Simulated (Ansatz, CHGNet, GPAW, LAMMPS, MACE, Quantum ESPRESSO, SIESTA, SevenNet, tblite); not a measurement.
# 48Ga2O3-52ZnO (mol %) with crystalline order left by the classical run (93 atoms) in GPAW

Aim: run 48Ga2O3-52ZnO (mol %) with crystalline order left by the classical run (93 atoms) in GPAW and see how near its forces come to a plane-wave reference, and at what cost.

Calculated with GPAW 26.7.0; the method is named at each step.

### 1. The starting structure

The cell holds 93 atoms: 26 Ga, 14 Zn and 53 O. Its edges and angles: a = 10.069 Å, b = 10.069 Å, c = 10.069 Å, α = 90.0°, β = 90.0°, γ = 90.0°. 93 atoms (26 Fe, 14 Zn, 53 O) placed at random at 4.69 g/cm³, melted at 5000 K for 10 ps at fixed volume with the Morse and Coulomb pair potential with partial charges (Pedone, Malavasi, Menziani, Cormack and Segre, J. Phys. Chem. B 110, 11780 (2006)). Quenched from 5000 K to 300 K at 20 K/ps and fixed volume, held 10 ps at zero pressure, then minimised at fixed cell. Then Fe was replaced by Ga and the cell scaled by 1.005 (the potential has no terms for the new elements, so the cell is a start for a DFT relaxation).

The yardstick, on the same geometry:

```
method                                           : Kohn-Sham DFT, PBE, PAW, plane waves (Ansatz 0.2.0); cutoff 420 eV, Γ point, fermi-dirac smearing of 0.05 eV; PAW set soft_2
r.m.s. force component                           : 0.3635 eV/Å
longest force                                    : 1.381 eV/Å
pressure                                         : 4.147 GPa
gap (highest filled to lowest empty level) : 0.8332 eV
SCF cycles                                       : 10
time                                             : 25 s on 4 threads of Arm Neoverse V2, shared host
CPU time                                         : 96 s
```

### 2. PBE, LCAO dzp, h 0.18 Å

Method: Kohn-Sham DFT, PBE, PAW, atomic orbitals (dzp).

run.py

```python
import numpy as np
from ase.io import read
from gpaw import GPAW, FermiDirac
from ase.parallel import parprint as print

atoms = read("structure.xyz")
atoms.calc = GPAW(
    mode="lcao",
    basis="dzp",
    h=0.18,
    xc="PBE",
    kpts={"size": (1, 1, 1), "gamma": True},
    occupations=FermiDirac(0.05),
    maxiter=200,
    symmetry={"point_group": False},
    txt="gpaw.txt",
)
energy = atoms.get_potential_energy(force_consistent=True)
forces = atoms.get_forces()
print(f"energy {energy:.6f} eV")
print("forces (eV/A)")
for i, (a, f) in enumerate(zip(atoms, forces)):
    print(f"{i:4d} {a.symbol:2s} {f[0]:10.5f} {f[1]:10.5f} {f[2]:10.5f}")
print(f"Fermi level {atoms.calc.get_fermi_level():.4f} eV")
for k in range(len(atoms.calc.get_ibz_k_points())):
    for s in range(atoms.calc.get_number_of_spins()):
        e = atoms.calc.get_eigenvalues(kpt=k, spin=s)
        n = np.searchsorted(e, atoms.calc.get_fermi_level())
        print(f"k {k} spin {s} levels about the Fermi level:", np.round(e[max(n - 6, 0):n], 4).tolist(), "|", np.round(e[n:n + 6], 4).tolist())
```

structure.xyz

```xyz
93
Lattice="10.06936 0.00000 0.00000 0.00000 10.06936 0.00000 0.00000 0.00000 10.06936" Properties=species:S:1:pos:R:3 pbc="T T T"
Ga 6.19437 2.80563 10.04338
Ga 5.82261 2.15202 5.39909
Ga 3.46910 9.36984 6.90104
Ga 9.34557 1.30942 9.91540
Ga 2.80704 1.13723 4.40867
Ga 6.54508 0.27268 7.87645
Ga 1.52531 9.13512 9.08438
Ga 0.98176 3.82998 7.75794
Ga 6.42395 5.62857 9.46429
Ga 6.13204 7.52916 7.12025
Ga 0.98881 3.53082 2.64099
Ga 0.79125 1.01902 6.74687
Ga 3.09804 6.60560 6.36202
Ga 4.49315 0.09264 10.05617
Ga 8.30783 3.00409 7.73407
Ga 7.02660 0.69992 2.26198
Ga 9.12244 4.22591 0.76376
Ga 3.95665 7.42837 9.26019
Ga 0.81803 8.68684 4.89371
Ga 4.37554 2.85164 2.36388
Ga 3.92916 5.38378 1.22876
Ga 3.13046 3.90067 5.43292
Ga 3.77108 2.01498 7.71746
Ga 5.40503 9.30177 4.69776
Ga 8.53197 8.36633 9.61624
Ga 2.14145 2.19391 0.40972
Zn 0.48242 0.38616 2.21526
Zn 6.00365 4.78133 6.22971
Zn 3.02353 8.66609 2.30659
Zn 8.55946 5.72020 7.39051
Zn 3.73080 4.65406 8.45383
Zn 7.77002 7.30975 4.44905
Zn 6.32245 7.90787 1.67615
Zn 4.86431 6.31903 3.69022
Zn 1.70615 6.08723 3.46527
Zn 10.03643 7.59542 1.81802
Zn 8.93072 3.19098 4.80752
Zn 7.04926 4.03912 2.78055
Zn 0.98962 6.05098 9.98870
Zn 8.17411 0.18246 5.40020
O 3.18182 8.78824 0.33712
O 9.07259 8.65139 4.67621
O 4.27424 5.44611 5.27232
O 3.80058 1.53618 0.99586
O 0.01098 2.10651 8.14219
O 0.49149 5.67862 1.81742
O 2.06523 9.89677 5.61749
O 9.04782 3.64017 2.88266
O 5.93136 9.73294 1.13603
O 9.43570 4.08111 6.51971
O 5.16548 4.70662 2.60947
O 0.29533 9.45845 7.56652
O 5.38590 1.49510 8.89135
O 3.31181 6.73771 2.56587
O 1.00029 0.49733 0.25194
O 5.14121 8.93787 8.43933
[... 33 atom lines left out ...]
O 8.20280 7.93949 1.38272
O 2.64623 7.89901 7.84051
O 4.98826 4.18624 9.90926
O 0.30893 7.86226 9.90503
```

Started as:

```
$ OMP_NUM_THREADS=1 mpirun -np 2 gpaw python run.py > output.txt
```

The program printed:

```text
energy -469.736999 eV
forces (eV/A)
   0 Ga   -0.06855   -0.52962   -0.09998
   1 Ga   -0.40671   -0.47266    0.38625
   2 Ga    0.55048    0.28803    0.65313
   3 Ga   -0.41842   -0.85382   -0.22707
   4 Ga    0.10373   -0.29612    0.14130
   5 Ga   -0.40251   -0.40501    0.17977
   6 Ga   -0.43112    0.41188   -1.10103
   7 Ga   -0.79123   -0.28615    0.38700
   8 Ga    0.23552    0.16896    0.01468
   9 Ga   -0.35098    0.73228    0.60033
  10 Ga    0.06491   -0.25745    0.54024
  11 Ga   -0.36786   -0.45164   -0.14608
  12 Ga   -0.15299    0.87250   -0.22342
  13 Ga    0.31117   -0.13028   -0.77197
  14 Ga    0.28424   -0.29812   -0.00910
  15 Ga   -0.50371   -0.34746   -0.08787
  16 Ga    0.10612    1.01246   -0.39012
  17 Ga    0.50380    0.60901   -0.61203
  18 Ga    0.13284   -0.28697   -0.18112
  19 Ga   -0.58342    0.02657   -0.05979
  20 Ga    0.02361    0.30801    0.30756
  21 Ga   -0.14943   -0.65079    0.05259
  22 Ga   -0.39296   -0.86754   -0.45464
  23 Ga   -0.64474    0.42267    0.19979
[...]
85 O    -0.17941   -0.83622   -0.78156
  86 O     0.01273   -0.17568   -0.61091
  87 O     0.17927   -0.00671    0.14753
  88 O    -0.35699    0.02348   -0.68583
  89 O     0.17245   -0.10920    0.29733
  90 O    -0.70033   -1.05812    0.31031
  91 O    -0.38719    1.14150   -0.00099
  92 O     0.29989    0.37874   -0.35890
Fermi level 5.7952 eV
k 0 spin 0 levels about the Fermi level: [4.7116, 4.7654, 4.8294, 4.9215, 5.0192, 5.4302] | [6.1602, 8.1808, 8.7028, 8.9339, 8.9729, 9.1572]
```

gpaw.txt:

```text
Input parameters:
  mode=LCAO(),
  basis={'default': 'dzp'},
  h=0.18,
  kpts=MonkhorstPack(size=(1, 1, 1), gamma=True),
  maxiter=200,
  occupations=Occupations(name='fermi-dirac', width=0.05, fixmagmom=False),
  symmetry=Symmetry(point_group=False),
  xc=XC(name='PBE')
Unit cell  # Å
| periodic |         x |         y |         z |   lengths |    angles |
|----------|-----------|-----------|-----------|-----------|-----------|
|      yes | 10.069360 |  0.000000 |  0.000000 | 10.069360 | 90.000000 |
|      yes |  0.000000 | 10.069360 |  0.000000 | 10.069360 | 90.000000 |
|      yes |  0.000000 |  0.000000 | 10.069360 | 10.069360 | 90.000000 |
Number of symmetries: 1
Symmetry operations  # r_c * U_cc + t_c -> r_c
|   | kind |            matrix            |
|---|------|------------------------------|
| 0 |  E   |  1, 0, 0,  0, 1, 0,  0, 0, 1 |
BZ-sampling:
  Number of BZ points: 1
  Number of IBZ points: 1
  Monkhorst-Pack size: [1, 1, 1]
  Monkhorst-Pack shift: [0, 0, 0]
[... lines left out ...]
        l=0, rc=2.2969 Bohr: 2s-dz split-valence wave
        l=1, rc=2.8906 Bohr: 2p-dz split-valence wave
        l=2, rc=5.3906 Bohr: d-type Gaussian polarization
      Number of RI-basis functions 0
Reference energy: -2167225.204854  # eV
eigensolver:
density mixing:
  MSR1-Mixer
occupation numbers:
  Fermi-Dirac:
    width: 0.0500  # eV
FastPoissonSolver using
    Stencil: 6*3+1=19 point O(h^6) finite-difference Laplacian
xc functional:
  name: PBE with 2 nearest neighbor stencil
interpolation: tri-quintic # 5. degree polynomial
Initialization done in: 6.829 s
convergence criteria:
- Maximum [total energy] change in last 3 cyles: 0.0005 eV / valence electron
- Maximum integral of absolute [dens]ity change: 0.0001 electrons / valence electron
- Maximum integral of absolute [eigenst]ate change: 4e-08 eV^2 / valence electron
maximum number of iterations: 200
SCF iterations
|iter     |      energy | eigst |  dens |
|---------|-------------|-------|-------|
|iter:   1| -519.222418 |      c|       |
|iter:   2| -506.187756 |      c| -0.88 |
|iter:   3| -470.219647 |      c| -0.93 |
|iter:   4| -469.852214 |      c| -1.53 |
|iter:   5| -469.825950 |      c| -1.81 |
|iter:   6| -469.738102c|      c| -2.42 |
|iter:   7| -469.736927c|      c| -3.09 |
|iter:   8| -469.736487c|      c| -3.35 |
|iter:   9| -469.736440c|      c| -3.71 |
|iter:  10| -469.736439c|      c| -4.25c|
Converged in 10 steps
SCF loop duration: 133.948 s (13.395 s/step)
Energy contributions relative to reference atoms: (reference = -2167225.204854)
Energy contributions:
  Kinetic:        1471.056850
  Coulomb:       -1272.118665
  Zero:             15.584288
  External:          0.000000
  Xc:             -684.258351
  Entropy:          -0.001121
  Spinorbit:         0.000000
  ----------------------------
  Free energy:    -469.736999
  Extrapolated:   -469.736439
dipole moment: (-38.685545, -56.807849, 122.905523)  # |e|*Ang
Fermi level: 5.795
Eigenvalues  # (at kpt = [0.000, 0.000, 0.000])
| band index |      eig [eV] | occ [0-2] |
|------------|---------------|-----------|
|          0 |       -14.490 |     2.000 |
|        ... |               |           |
|        274 |         4.633 |     2.000 |
|        275 |         4.660 |     2.000 |
[...]
|        289 |         9.561 |     0.000 |
|        ... |               |           |
|        342 |        13.888 |     0.000 |
Gap: 0.730 eV
Transition (v -> c):
  (s=0, k=0, n=281, [0.00, 0.00, 0.00]) -> (s=0, k=0, n=282, [0.00, 0.00, 0.00])
No difference between direct/indirect transitions
Force computation time: 34.263  # s
```

Wall time 3 min (2 MPI ranks of Arm Neoverse V2, shared host); peak memory 2.3 GiB.

Banners, paths, timers and routine set-up lines are dropped from the logs unmarked, and long logs keep their key lines alone; longer cuts are marked.

Numbers from this run, and their distance from the reference:

```yaml
r_m_s_force_component: 0.463 eV/Å
r_m_s_difference_of_force_components: 346.9 meV/Å
longest_difference_of_force_vectors: 1337 meV/Å
force_difference_over_r_m_s_force: 95.43 %
slope_of_forces_against_the_reference_s: 0.8561
correlation_of_force_components: 0.672
spacing_of_highest_filled_and_lowest_empty_level: 0.73 eV
gap_difference: -0.1032 eV
```

This run lies far from the reference in forces at the same functional. Basis and potentials both differ; the latter hold 564 valence electrons against the reference's 824.

Length of the force difference by element (eV/Å):

```
element  atoms  mean  most
     Ga     26  0.37  0.75
      O     53  0.69   1.3
     Zn     14  0.13  0.30
```

Levels nearest the highest filled one (eV from it): -0.72, -0.66, -0.60, -0.51, -0.41, 0.00, 0.73, 2.75, 3.27, 3.50, 3.54, 3.73.

A closer look about O71, which bears the longest force: 9 atoms, nearest first, numbered in the order of the input, with positions taken from that point.

```
atom      x      y      z  distance (Å)  bonds     Fx     Fy  Fz (eV/Å)
 O71   0.00   0.00   0.00          0.00      4   0.81  -1.36      -0.42
 Ga3  -0.97   1.29   1.01          1.90      6   0.55   0.29       0.65
Ga24   0.97   1.22  -1.20          1.97      6  -0.64   0.42       0.20
Ga13  -1.34  -1.47   0.47          2.04      6  -0.15   0.87      -0.22
Ga10   1.69  -0.55   1.22          2.16      6  -0.35   0.73       0.60
 O91  -1.79  -0.18   1.94          2.65      4  -0.70  -1.06       0.31
 O57   2.39   1.06   0.47          2.66      4   0.18   0.14      -0.92
 O43  -0.16  -2.63  -0.62          2.71      4   0.15   0.29       0.34
 O69   0.21   2.70   0.34          2.73      4   0.83   0.74      -0.55
```

Atoms are counted from 1 here, from 0 in the log.

Forces lie 95 % from the reference's, at 3.7 times its CPU time (on 2 against 4 cores).

### 3. PBE, LCAO dzp, h 0.18 Å, other mixer settings

Method: Kohn-Sham DFT, PBE, PAW, atomic orbitals (dzp).

run.py, as its differences from that of step 2:

```diff
@@ -2,3 +2,3 @@
 from ase.io import read
-from gpaw import GPAW, FermiDirac
+from gpaw import GPAW, FermiDirac, Mixer
 from ase.parallel import parprint as print
@@ -13,2 +13,3 @@
     occupations=FermiDirac(0.05),
+    mixer=Mixer(0.1, 5, 50),
     maxiter=200,
```

structure.xyz is that of step 2.

The program printed:

```text
energy -469.737000 eV
forces (eV/A)
   0 Ga   -0.06858   -0.52918   -0.09966
   1 Ga   -0.40635   -0.47232    0.38636
   2 Ga    0.55096    0.28732    0.65421
   3 Ga   -0.41844   -0.85368   -0.22634
   4 Ga    0.10378   -0.29707    0.14077
   5 Ga   -0.40233   -0.40497    0.17918
   6 Ga   -0.43227    0.41198   -1.10132
   7 Ga   -0.79172   -0.28596    0.38782
   8 Ga    0.23510    0.16851    0.01463
   9 Ga   -0.35068    0.73194    0.59980
  10 Ga    0.06525   -0.25701    0.54028
  11 Ga   -0.36908   -0.45286   -0.14674
[...]
88 O    -0.35859    0.02265   -0.68413
  89 O     0.17271   -0.10971    0.29616
  90 O    -0.69786   -1.05835    0.31094
  91 O    -0.38720    1.14361   -0.00213
  92 O     0.29992    0.37853   -0.35750
Fermi level 5.7956 eV
k 0 spin 0 levels about the Fermi level: [4.712, 4.7656, 4.8297, 4.9215, 5.0195, 5.431] | [6.1602, 8.181, 8.7028, 8.934, 8.9729, 9.1571]
```

gpaw.txt:

```text
Input parameters:
  mode=LCAO(),
  basis={'default': 'dzp'},
  h=0.18,
  kpts=MonkhorstPack(size=(1, 1, 1), gamma=True),
  maxiter=200,
  mixer=Pulay(name='pulay', nmaxold=5, beta=0.1, weight=50, sigma=0.015, g_ss=None),
  occupations=Occupations(name='fermi-dirac', width=0.05, fixmagmom=False),
[... lines left out ...]
  Fermi-Dirac:
[... lines left out ...]
convergence criteria:
- Maximum [total energy] change in last 3 cyles: 0.0005 eV / valence electron
[... lines left out ...]
Converged in 13 steps
[... lines left out ...]
  Free energy:    -469.737000
[... lines left out ...]
dipole moment: (-38.685603, -56.808909, 122.906568)  # |e|*Ang
Fermi level: 5.796
Eigenvalues  # (at kpt = [0.000, 0.000, 0.000])
| band index |      eig [eV] | occ [0-2] |
|------------|---------------|-----------|
|          0 |       -14.490 |     2.000 |
|        ... |               |           |
|        274 |         4.634 |     2.000 |
|        275 |         4.660 |     2.000 |
[...]
|        289 |         9.561 |     0.000 |
|        ... |               |           |
|        342 |        13.887 |     0.000 |
Gap: 0.729 eV
Transition (v -> c):
  (s=0, k=0, n=281, [0.00, 0.00, 0.00]) -> (s=0, k=0, n=282, [0.00, 0.00, 0.00])
No difference between direct/indirect transitions
Force computation time: 31.716  # s
```

Wall time 3.5 min (2 MPI ranks); peak memory 2.3 GiB; 7 min of CPU time.

Numbers from this run, and their distance from the reference:

```yaml
r_m_s_force_component: 0.4631 eV/Å
r_m_s_difference_of_force_components: 346.8 meV/Å
longest_difference_of_force_vectors: 1337 meV/Å
force_difference_over_r_m_s_force: 95.4 %
slope_of_forces_against_the_reference_s: 0.8565
correlation_of_force_components: 0.6723
spacing_of_highest_filled_and_lowest_empty_level: 0.7292 eV
gap_difference: -0.104 eV
energy_less_the_same_level_run_s: 0 meV/atom
r_m_s_force_difference_from_the_same_level_run: 1.056 meV/Å
```

This run lies far from the reference in forces at the same functional. Basis and potentials both differ; the latter hold 564 valence electrons against the reference's 824.

Against the first run (95 %), the force difference from the reference is 95 %, at 1.2 times the CPU time: another solver or mixer reaches the same state.

(Continued in part 2 of 2.)

[Also dropped from logs without a mark: logging warnings of Python, and SIESTA's first energy breakdown and zero terms.]

[Logs are printed without paths, hosts, clocks, repeated set-up lines and the standing remarks that a program may print on its own settings, such as how far it seeks lower states.]

[Hosts, paths, dates, database ids (printed as entryN), source tags and the programs' standing remarks are cut or masked in the printed files.]
